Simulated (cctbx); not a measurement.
**CdGaSe2 with cctbx, script by script**

Library: cctbx 2025.11. The data are simulated by the first script.

## 1. Simulate the data

run.py:

```python
from cctbx import adptbx, crystal, miller, sgtbx, xray
from cctbx.array_family import flex
from iotbx.shelx import hklf
from scitbx import matrix
import scitbx.random

cs = crystal.symmetry(unit_cell=(4.127, 4.127, 6.119, 90, 90, 90), space_group_symbol='Hall: P -4 -2')  # P-4m2
atoms = [  # label, site, U (iso, or U11 U22 U33 U12 U13 U23 in A^2), occupancy
    ("Cd1", (0, 0, 0), (0.0042, 0.0042, 0.0026, 0.0000, 0.0000, 0.0000), 1),
    ("Se1", (0.5, 0, 0.2752), (0.0037, 0.0026, 0.0037, 0.0000, 0.0000, 0.0000), 1),
    ("Ga1", (0.5, 0.5, 0.5), (0.0069, 0.0069, 0.0044, 0.0000, 0.0000, 0.0000), 1),
]
xs = xray.structure(crystal_symmetry=cs)
for label, site, u, occ in atoms:
    u = adptbx.u_cif_as_u_star(cs.unit_cell(), u) if isinstance(u, tuple) else u
    xs.add_scatterer(xray.scatterer(label, site=site, u=u, occupancy=occ))
xs.set_inelastic_form_factors(0.71073, "sasaki")
xs.show_summary()
p1 = xs.expand_to_p1()
ms = miller.build_set(p1, anomalous_flag=True, d_min=0.77)
flex.set_random_seed(464871)
scitbx.random.set_random_seed(464871)
ms = ms.select(flex.random_double(ms.size()) < 0.9)
i = ms.structure_factors_from_scatterers(p1, algorithm="direct").f_calc().as_intensity_array().data()
i = i / flex.sqrt(1 + 0.3 * i / flex.max(i))  # extinction
i = i * 5000 / flex.max(i)
sig = flex.sqrt(i + flex.pow2(0.04 * i) + 8 ** 2)
noise = scitbx.random.variate(scitbx.random.normal_distribution())(i.size())
data = ms.array(data=i + sig * noise, sigmas=sig).set_observation_type_xray_intensity()
with open("data.hkl", "w") as f:
    data.export_as_shelx_hklf(f)
print("reflections written:", data.size(), " <I/sigma> = %.1f" % flex.mean(data.data() / data.sigmas()))
for h, a, b in list(data.sort("data"))[:12]:
    print("%4d%4d%4d %9.1f %7.1f" % (h + (a, b)))
```

```console
$ python run.py
```

```text
Number of scatterers: 3
At special positions: 3
Unit cell: (4.127, 4.127, 6.119, 90, 90, 90)
Space group: P -4 m 2 (No. 115)
reflections written: 871  <I/sigma> = 12.5
   0  -2   0    5226.3   212.3
   2   0   0    5184.8   212.3
   1   1  -2    5171.4   208.0
   1  -1  -2    5027.4   208.0
   1   1   2    5015.1   208.0
  -1  -1   2    4959.0   208.0
  -2   0   0    4923.2   212.3
  -1   1  -2    4908.1   208.0
   1  -1   2    4899.2   208.0
  -1  -1  -2    4898.4   208.0
   0   2   0    4846.2   212.3
  -1   1   2    4795.9   208.0
```

It took 0.42 s on 1 thread of Arm Neoverse N1, with other jobs on the host, peak memory 0.07 GiB.

## 2. Refinement (refined in the given hand)

run.py:

```python
import math
from cctbx import adptbx, crystal, maptbx, sgtbx, xray
from cctbx.array_family import flex
from cctbx.xray import observations
from iotbx.shelx import hklf
from scitbx.lstbx import normal_eqns_solving
from smtbx import absolute_structure, utils
from smtbx.refinement import constraints, least_squares

cs = crystal.symmetry(unit_cell=(4.127, 4.127, 6.119, 90, 90, 90), space_group_symbol='Hall: P -4 -2')  # P-4m2
atoms = [  # label, site, U (iso, or U11 U22 U33 U12 U13 U23 in A^2), occupancy
    ("Cd1", (0, 0, 0), 0.0200, 1),
    ("Se1", (0.5, 0, 0.2762), 0.0200, 1),
    ("Ga1", (0.5, 0.5, 0.5), 0.0200, 1),
]
xs = xray.structure(crystal_symmetry=cs)
for label, site, u, occ in atoms:
    u = adptbx.u_cif_as_u_star(cs.unit_cell(), u) if isinstance(u, tuple) else u
    xs.add_scatterer(xray.scatterer(label, site=site, u=u, occupancy=occ))
xs.set_inelastic_form_factors(0.71073, "sasaki")
xs.convert_to_anisotropic()
raw = hklf.reader(file_name="data.hkl").as_miller_arrays(crystal_symmetry=cs, anomalous=True)[0]
merged = raw.eliminate_sys_absent().merge_equivalents()
fo2 = merged.array().set_observation_type_xray_intensity()
print("Rint %.3f, %d unique reflections to %.2f A" % (merged.r_int(), fo2.size(), fo2.d_min()))
for sc in xs.scatterers():
    sc.flags.set_grad_site(True)
    sc.flags.set_grad_u_aniso(sc.flags.use_u_aniso())
    sc.flags.set_grad_u_iso(sc.flags.use_u_iso())
obs = fo2.as_xray_observations()
extra = {}
rep = constraints.reparametrisation(xs, [], utils.connectivity_table(xs), **extra)
ls = least_squares.crystallographic_ls(obs, rep, weighting_scheme=least_squares.mainstream_shelx_weighting(a=0, b=0))
print("cycle     R1     wR2    GooF  max shift (A)")
for cycle in range(8):
    ls.build_up()
    r1, wr2, goof = ls.r1_factor(cutoff_factor=2)[0], ls.wR2(), ls.goof()
    old = xs.sites_cart()
    normal_eqns_solving.levenberg_marquardt_iterations(ls, n_max_iterations=3, tau=1e-06, step_threshold=1e-7)
    big = flex.max((xs.sites_cart() - old).norms())
    print("%4d %7.4f %7.4f %7.3f %9.5f" % (cycle + 1, r1, wr2, goof, big))
    ls.build_up(objective_only=True)
    if abs(ls.wR2() - wr2) < 5e-5 and big < 5e-4:
        break
ls.build_up()
print("final R1 %.4f wR2 %.4f GooF %.3f  parameters %d  data/parameter %.1f" % (ls.r1_factor(cutoff_factor=2)[0], ls.wR2(), ls.goof(), ls.n_parameters, fo2.size() / ls.n_parameters))
cov = ls.covariance_matrix_and_annotations()
su = dict(zip(cov.annotations, (math.sqrt(max(v, 0)) for v in cov.matrix.matrix_packed_u_diagonal())))
a2 = cs.unit_cell().reciprocal_parameters()[0] ** -2
print("atom        x        y        z      Ueq    occ   su(xyz)  su(Uiso or U11)")
for sc in xs.scatterers():
    s = max(su.get(sc.label + k, 0) for k in (".x", ".y", ".z"))
    npd = "" if sc.is_positive_definite_u(cs.unit_cell()) else "  NPD"
    print("%-5s %8.5f %8.5f %8.5f %8.4f %6.3f %8.5f %7.4f%s" % ((sc.label,) + sc.site + (sc.u_iso_or_equiv(cs.unit_cell()), sc.occupancy, s, su.get(sc.label + ".uiso", su.get(sc.label + ".u11", 0) * a2), npd)))
fc = fo2.structure_factors_from_scatterers(xs, algorithm="direct").f_calc()
absolute_structure.flack_analysis(xs, fo2.as_xray_observations()).show()
h = absolute_structure.hooft_analysis(fo2, fc, scale_factor=ls.scale_factor())
print("Hooft y: %.3f(%.0f)  Bijvoet pairs: %d" % (h.hooft_y, 1000 * h.sigma_y, h.n_bijvoet_pairs))
fo = fo2.f_sq_as_f()
fc = fo.structure_factors_from_scatterers(xs, algorithm="direct").f_calc()
diff = fo.f_obs_minus_f_calc(1 / math.sqrt(ls.scale_factor()), fc).average_bijvoet_mates()
m = diff.fft_map(symmetry_flags=maptbx.use_space_group_symmetry, resolution_factor=0.25).apply_volume_scaling()
print("difference map: max %.2f min %.2f rms %.2f" % (m.statistics().max(), m.statistics().min(), m.statistics().sigma()))
peaks = m.peak_search(parameters=maptbx.peak_search_parameters(min_distance_sym_equiv=0.6, max_clusters=6)).all()
near = xs.closest_distances(peaks.sites(), distance_cutoff=4)
sps = cs.special_position_settings(min_distance_sym_equiv=0.5)
for k, (x, h) in enumerate(zip(peaks.sites(), peaks.heights())):
    ss = sps.site_symmetry(x)
    print("Q%-3d %7.4f %7.4f %7.4f %4d %7.2f  %.2f A from %s" % ((k + 1,) + tuple(t % 1 for t in ss.exact_site()) + (ss.multiplicity(), h, near.smallest_distances[k], xs.scatterers()[near.i_seqs[k]].label)))
```

```console
$ python run.py
```

```text
Rint 0.037, 155 unique reflections to 0.77 A
cycle     R1     wR2    GooF  max shift (A)
   1  0.1374  0.3039  10.051   0.00425
   2  0.0156  0.0343   1.134   0.00000
final R1 0.0156 wR2 0.0343 GooF 1.134  parameters 8  data/parameter 19.4
atom        x        y        z      Ueq    occ   su(xyz)  su(Uiso or U11)
Cd1    0.00000  0.00000  0.00000   0.0024  1.000  0.00000  0.0003
Se1    0.50000  0.00000  0.27551   0.0026  1.000  0.00011  0.0005
Ga1    0.50000  0.50000  0.50000   0.0050  1.000  0.00000  0.0004
Flack x: 0.05(4)
Hooft y: 0.040(25)  Bijvoet pairs: 58
difference map: max 0.70 min -1.62 rms 0.18
Q1    0.0000  0.0000  0.3123    2    0.70  1.91 A from Cd1
Q2    0.3821  0.3821  0.0000    4    0.46  2.23 A from Cd1
Q3    0.0000  0.1858  0.4822    4    0.45  1.97 A from Se1
Q4    0.1299  0.5000  0.0555    4    0.44  2.10 A from Se1
Q5    0.2325  0.2330  0.4013    8    0.40  1.65 A from Se1
Q6    0.0000  0.2683  0.2654    4    0.35  1.97 A from Cd1
```

Time: 0.65 s.

## 3. Refinement

run.py, as its changes from the last script of this kind:

```diff
@@ -12,3 +12,3 @@
-    ("Cd1", (0, 0, 0), 0.0200, 1),
-    ("Se1", (0.5, 0, 0.2762), 0.0200, 1),
-    ("Ga1", (0.5, 0.5, 0.5), 0.0200, 1),
+    ("Cd1", (0, 0, 0), 0.0030, 1),
+    ("Se1", (0.5, 0, 0.72449), 0.0030, 1),
+    ("Ga1", (0.5, 0.5, 0.5), 0.0050, 1),
```

```console
$ python run.py
```

```text
Rint 0.037, 155 unique reflections to 0.77 A
cycle     R1     wR2    GooF  max shift (A)
   1  0.0438  0.1045   3.457   0.00112
   2  0.0425  0.1033   3.417   0.00000
final R1 0.0425 wR2 0.1033 GooF 3.417  parameters 8  data/parameter 19.4
atom        x        y        z      Ueq    occ   su(xyz)  su(Uiso or U11)
Cd1    0.00000  0.00000  0.00000   0.0024  1.000  0.00000  0.0009
Se1    0.50000  0.00000  0.72467   0.0027  1.000  0.00034  0.0014
Ga1    0.50000  0.50000  0.50000   0.0046  1.000  0.00000  0.0012
Flack x: 0.95(4)
Hooft y: 0.969(25)  Bijvoet pairs: 58
difference map: max 1.42 min -1.72 rms 0.19
Q1    0.0000  0.5000  0.2829    2    1.42  0.05 A from Se1
Q2    0.0000  0.0000  0.0000    1    0.70  0.00 A from Cd1
Q3    0.0000  0.0000  0.3001    2    0.68  1.84 A from Cd1
Q4    0.0000  0.2006  0.5266    4    0.45  1.97 A from Se1
Q5    0.0000  0.2734  0.7293    4    0.39  2.00 A from Cd1
Q6    0.1316  0.5000  0.9737    4    0.39  1.92 A from Se1
```

Time: 0.65 s.

This run holds a fault made on purpose: the structure inverted.

## 4. Simulate the data

run.py, as its changes from the last script of this kind:

```diff
@@ -17 +17 @@
-xs.set_inelastic_form_factors(0.71073, "sasaki")
+xs.set_inelastic_form_factors(1.54184, "sasaki")
@@ -20,3 +20,3 @@
-ms = miller.build_set(p1, anomalous_flag=True, d_min=0.77)
-flex.set_random_seed(464871)
-scitbx.random.set_random_seed(464871)
+ms = miller.build_set(p1, anomalous_flag=True, d_min=0.83)
+flex.set_random_seed(760016)
+scitbx.random.set_random_seed(760016)
@@ -25 +24,0 @@
-i = i / flex.sqrt(1 + 0.3 * i / flex.max(i))  # extinction
@@ -27 +26 @@
-sig = flex.sqrt(i + flex.pow2(0.04 * i) + 8 ** 2)
+sig = flex.sqrt(i + flex.pow2(0.02 * i) + 8 ** 2)
```

```console
$ python run.py
```

```text
Number of scatterers: 3
At special positions: 3
Unit cell: (4.127, 4.127, 6.119, 90, 90, 90)
Space group: P -4 m 2 (No. 115)
reflections written: 673  <I/sigma> = 15.8
  -1  -1  -2    5085.4   120.3
   2   0   0    4994.8   122.7
  -1  -1   2    4967.5   120.3
   1  -1  -2    4924.9   120.3
   1  -1   2    4914.9   120.3
   1   1   2    4842.6   120.3
  -2   0   0    4836.0   122.7
   1   1  -2    4834.2   120.3
  -1   1  -2    4812.1   120.3
   1   0  -1    3605.9    93.7
  -2  -2   0    3587.7    92.9
  -1   0  -1    3560.0    93.7
```

Time: 0.45 s.

## 5. Refinement (refined in the given hand)

run.py, as its changes from the last script of this kind:

```diff
@@ -12,3 +12,3 @@
-    ("Cd1", (0, 0, 0), 0.0030, 1),
-    ("Se1", (0.5, 0, 0.72449), 0.0030, 1),
-    ("Ga1", (0.5, 0.5, 0.5), 0.0050, 1),
+    ("Cd1", (0, 0, 0), 0.0200, 1),
+    ("Se1", (0.5, 0, 0.2772), 0.0200, 1),
+    ("Ga1", (0.5, 0.5, 0.5), 0.0200, 1),
@@ -20 +20 @@
-xs.set_inelastic_form_factors(0.71073, "sasaki")
+xs.set_inelastic_form_factors(1.54184, "sasaki")
```

```console
$ python run.py
```

```text
Rint 0.029, 125 unique reflections to 0.84 A
cycle     R1     wR2    GooF  max shift (A)
   1  0.1087  0.2351  10.217   0.01278
   2  0.0124  0.0226   0.983   0.00000
final R1 0.0124 wR2 0.0226 GooF 0.983  parameters 8  data/parameter 15.6
atom        x        y        z      Ueq    occ   su(xyz)  su(Uiso or U11)
Cd1    0.00000  0.00000  0.00000   0.0038  1.000  0.00000  0.0003
Se1    0.50000  0.00000  0.27511   0.0032  1.000  0.00010  0.0005
Ga1    0.50000  0.50000  0.50000   0.0063  1.000  0.00000  0.0004
Flack x: -0.026(19)
Hooft y: 0.001(15)  Bijvoet pairs: 45
difference map: max 0.55 min -0.60 rms 0.11
Q1    0.0000  0.5000  0.4889    2    0.56  1.44 A from Se1
Q2    0.0000  0.1524  0.9997    4    0.32  0.63 A from Cd1
Q3    0.0000  0.1940  0.6203    4    0.31  1.42 A from Se1
Q4    0.2857  0.5000  0.6336    4    0.28  1.20 A from Ga1
Q5    0.0000  0.2634  0.5070    4    0.28  1.65 A from Se1
Q6    0.2624  0.3901  0.5001    8    0.28  1.08 A from Ga1
```

Time: 0.64 s.

## 6. Simulate the data

run.py, as its changes from the last script of this kind:

```diff
@@ -17 +17 @@
-xs.set_inelastic_form_factors(1.54184, "sasaki")
+xs.set_inelastic_form_factors(0.71073, "sasaki")
@@ -20,3 +20,3 @@
-ms = miller.build_set(p1, anomalous_flag=True, d_min=0.83)
-flex.set_random_seed(760016)
-scitbx.random.set_random_seed(760016)
+ms = miller.build_set(p1, anomalous_flag=True, d_min=0.84)
+flex.set_random_seed(535717)
+scitbx.random.set_random_seed(535717)
@@ -25,2 +25,6 @@
-i = i * 5000 / flex.max(i)
-sig = flex.sqrt(i + flex.pow2(0.02 * i) + 8 ** 2)
+law = matrix.sqr((-1, 0, 0, 0, -1, 0, 0, 0, -1))
+mate = flex.miller_index([tuple(matrix.row(h) * law) for h in ms.indices()])
+i2 = ms.customized_copy(indices=mate).structure_factors_from_scatterers(p1, algorithm="direct").f_calc().as_intensity_array().data()
+i = (1 - 0.3) * i + 0.3 * i2
+i = i * 20000 / flex.max(i)
+sig = flex.sqrt(i + flex.pow2(0.06 * i) + 4 ** 2)
```

```console
$ python run.py
```

```text
Number of scatterers: 3
At special positions: 3
Unit cell: (4.127, 4.127, 6.119, 90, 90, 90)
Space group: P -4 m 2 (No. 115)
reflections written: 641  <I/sigma> = 12.9
  -1  -1  -2   21501.2  1179.2
  -1  -1   2   21170.0  1179.2
   0   2   0   20381.6  1208.3
   1  -1   2   20026.2  1179.2
  -2   0   0   19828.8  1208.3
  -1   1   2   19543.6  1179.2
   1  -1  -2   19474.9  1179.2
   0  -2   0   19409.6  1208.3
   1   1   2   19361.2  1179.2
  -1   1  -2   19346.7  1179.2
   1   1  -2   17859.6  1179.2
   2   2   0   14943.8   863.0
```

Run time: 0.43 s on 1 thread of Arm Neoverse N1, on a shared host, peak memory 0.07 GiB.

[Logs are printed without paths, hosts, clocks, repeated set-up lines and the standing remarks that a program may print on its own settings, such as how far it seeks lower states.]
